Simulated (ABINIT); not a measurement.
Computed results, one entry a study.

### Quasiparticle gap of PbIF (P4/nmm) in ABINIT

Symmetry: P4/nmm, No. 129, tetragonal system. The conventional cell has a = 4.237 Å, b = 4.237 Å, c = 8.800 Å, α = 90.00°, β = 90.00°, γ = 90.00°. Nearest to Pb lie 4 F at 2.56 Å and 4 I at 3.36 Å. I has 4 Pb at 3.36 Å nearest. Nearest to F lie 4 Pb at 2.56 Å. Farther neighbours, and contacts between anions beyond the nearest, are not listed.

```xyz
6
Lattice="4.2374 0.0000 0.0000 0.0000 4.2374 0.0000 0.0000 0.0000 8.8000" Properties=species:S:1:pos:R:3 pbc="T T T"
Pb    2.1187    0.0000    1.4425
Pb    0.0000    2.1187    7.3575
I     2.1187    0.0000    5.8341
I     0.0000    2.1187    2.9659
F     0.0000    0.0000    0.0000
F     2.1187    2.1187    0.0000
```

```
method                               : RPA screening on LDA, plane waves, norm-conserving pseudopotentials (and 2 further levels or steps)
program                              : ABINIT 10.8.3
settings                             : cutoff 36 Ha, PseudoDojo scalar-relativistic 0.4.1 stringent, norm-conserving, potential set dojo-sr-lda-0.4.1-stringent, ngkpt (2, 2, 1), nband 150, ecuteps 3.9 Ha, inclvkb 2, shiftk (0, 0, 0), symchi 1, awtr 1, frequency ppm, 2×2×1 k-mesh
notes                                : The program’s warnings: nproc spkpt=  >= nkpt= * nsppol=. The cell and positions come from the Crystallography Open Database and are kept as given unless a step says otherwise. Limits: no spin-orbit coupling. Local fields lower the RPA ε∞ on this mesh from 8.30 to 7.19; a Γ-centred mesh this coarse tends to raise both, most where the direct gap is narrow, while a short band sum lowers them. The 2×2×1 mesh is coarse for this cell, which bears on the long-range parts of exchange and screening.
LDA gap                              : 1.56 eV, direct
G0W0 gap on the mesh                 : 4.02 eV
G0W0 gap over the zone (rigid shift) : 3.27 eV
GW settings                          : 2×2×1 mesh, 150 bands, screening to 106.1 eV, Godby-Needs plasmon pole
known limits                         : short of the basis limit; no spin-orbit coupling; coarse k mesh
```

G0W0 moves the gap on the mesh from 2.30 eV to 4.02 eV (+1.71 eV), with Z of 0.81 and 0.82 at the edges. The mesh misses the band edges by 0.74 eV in all; a rigid shift gives 3.27 eV for the zone.

[Long decimals in the printed logs are rounded to 6 places.]

[Logs are printed without paths, hosts, clocks, repeated set-up lines and the standing remarks that a program may print on its own settings, such as how far it seeks lower states.]

[Paths, hosts, dates, memory and timing lines, banners, echoed tables and standing remarks are left out of the program output; an Ansatz launch command may be rebuilt from the run's recorded settings. Measured values are a selection of at most five: reports struck by readers or far from the other reports are left out. None is set beside runs whose start may be inverted or whose files or cutoffs have a known fault.]

[Runs of the session that timed out or met a known fault of the program may be left out.]

[Hosts, paths, dates, database ids (printed as entryN), source tags and the programs' standing remarks are cut or masked in the printed files.]

[G0W0 gaps are taken among the corrected bands and points alone; a level outside them can change the order at an edge.]

[Where Ansatz stands beside ABINIT at settings called matched, ABINIT's density can come from a denser mesh and the files from another edition; pairs whose starting gaps differed by over 0.03 eV were left out, so agreement reads better than it is.]
